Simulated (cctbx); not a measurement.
# What is wrong with this refinement?

Cell a = 8.3550 Å, b = 8.3550 Å, c = 12.5010 Å, α = 90.00°, β = 90.00°, γ = 120.00°; space group R-3m (no. 166).

Simulated single-crystal data (cctbx): Cu Kα, λ = 1.54184 Å, to d = 0.83 Å, 50 % of the full sphere, strongest reflection 5000 counts, noise from counting, a 3 % proportional error and a noise floor of 2 counts (s.d.); no absorption.

An anisotropic refinement with weights 1/σ² prints:

```text
Rint 0.041, 192 unique reflections to 0.83 A
cycle     R1     wR2    GooF  max shift (A)
   1  0.6043  0.8774  24.390   0.19435
   6  0.4767  0.7497  20.841   0.00030
final R1 0.4767 wR2 0.7497 GooF 20.841  parameters 16  data/parameter 12.0
atom        x        y        z      Ueq    occ   su(xyz)  su(Uiso or U11)
Gd1    0.33333  0.66667  0.33428  -0.0000  1.000  0.00153  0.0064  NPD
Mn1    0.16437  0.32875  0.16225   0.0018  1.000  0.00291  0.0107  NPD
Mn2    0.33333  0.66667  0.56835   0.0532  1.000  0.00484  0.0452  NPD
Mn3    0.83333  0.16667  0.16667   0.0039  1.000  0.00000  0.0105  NPD
difference map: max 112.80 min -56.62 rms 7.96
Q1    0.0000  0.0000  0.3296    6  113.81  0.03 A from Gd1
Q2    0.0000  0.2889  0.0000   18   64.01  2.38 A from Mn1
Q3    0.0000  0.0000  0.1138    6   45.05  0.19 A from Mn2
Q4    0.0372  0.5186  0.1535   18   34.33  0.37 A from Mn1
Q5    0.0000  0.5000  0.5000    9   30.54  0.00 A from Mn3
Q6    0.0000  0.0000  0.5000    3   20.98  2.10 A from Gd1
```

**Question.** Can this result stand? If not, what is the likely fault?

Mend it. The fault: an atom left out, Mn at (0.7159, 0.7159, 0). Against the right model at the same level, R1 goes from 0.0134 to 0.4767 and GooF from 0.82 to 20.84, the top difference peak, 113.8 e/Å³, lies on Gd1 and Gd1, Mn1, Mn2 and Mn3 go non-positive-definite. Q2 is the missing atom. With scattering power missing, scale and phases suffer, so peaks may also grow on the heavy atoms.

The compound is Gd2Mn17. The right model at the same level gives:

```text
Rint 0.041, 192 unique reflections to 0.83 A
cycle     R1     wR2    GooF  max shift (A)
   1  0.0211  0.0465   1.313   0.00194
   2  0.0134  0.0290   0.819   0.00000
final R1 0.0134 wR2 0.0290 GooF 0.819  parameters 21  data/parameter 9.1
atom        x        y        z      Ueq    occ   su(xyz)  su(Uiso or U11)
Gd1    0.33333  0.66667  0.33548   0.0156  1.000  0.00004  0.0002
Mn1    0.71594  0.71594  0.00000   0.0169  1.000  0.00010  0.0003
Mn2    0.17338  0.34677  0.17393   0.0189  1.000  0.00011  0.0003
Mn3    0.33333  0.66667  0.56176   0.0215  1.000  0.00012  0.0005
Mn4    0.83333  0.16667  0.16667   0.0214  1.000  0.00000  0.0005
difference map: max 0.77 min -0.45 rms 0.13
Q1    0.0000  0.0000  0.5000    3    0.77  2.11 A from Gd1
Q2    0.0000  0.0000  0.0000    3    0.56  1.31 A from Mn3
Q3    0.0253  0.0507  0.7335   18    0.43  0.89 A from Gd1
Q4    0.0000  0.5000  0.0000    9    0.41  1.80 A from Mn1
Q5    0.0000  0.0000  0.4082    6    0.38  0.96 A from Gd1
Q6    0.0412  0.2151  0.8256   36    0.36  1.02 A from Mn4
```

The model is made up (kin elements in a known structure type, no relaxation), so it says nothing on whether the phase exists.

[Middle refinement cycles are left out of these outputs.]

[Logs are printed without paths, hosts, clocks, repeated set-up lines and the standing remarks that a program may print on its own settings, such as how far it seeks lower states.]
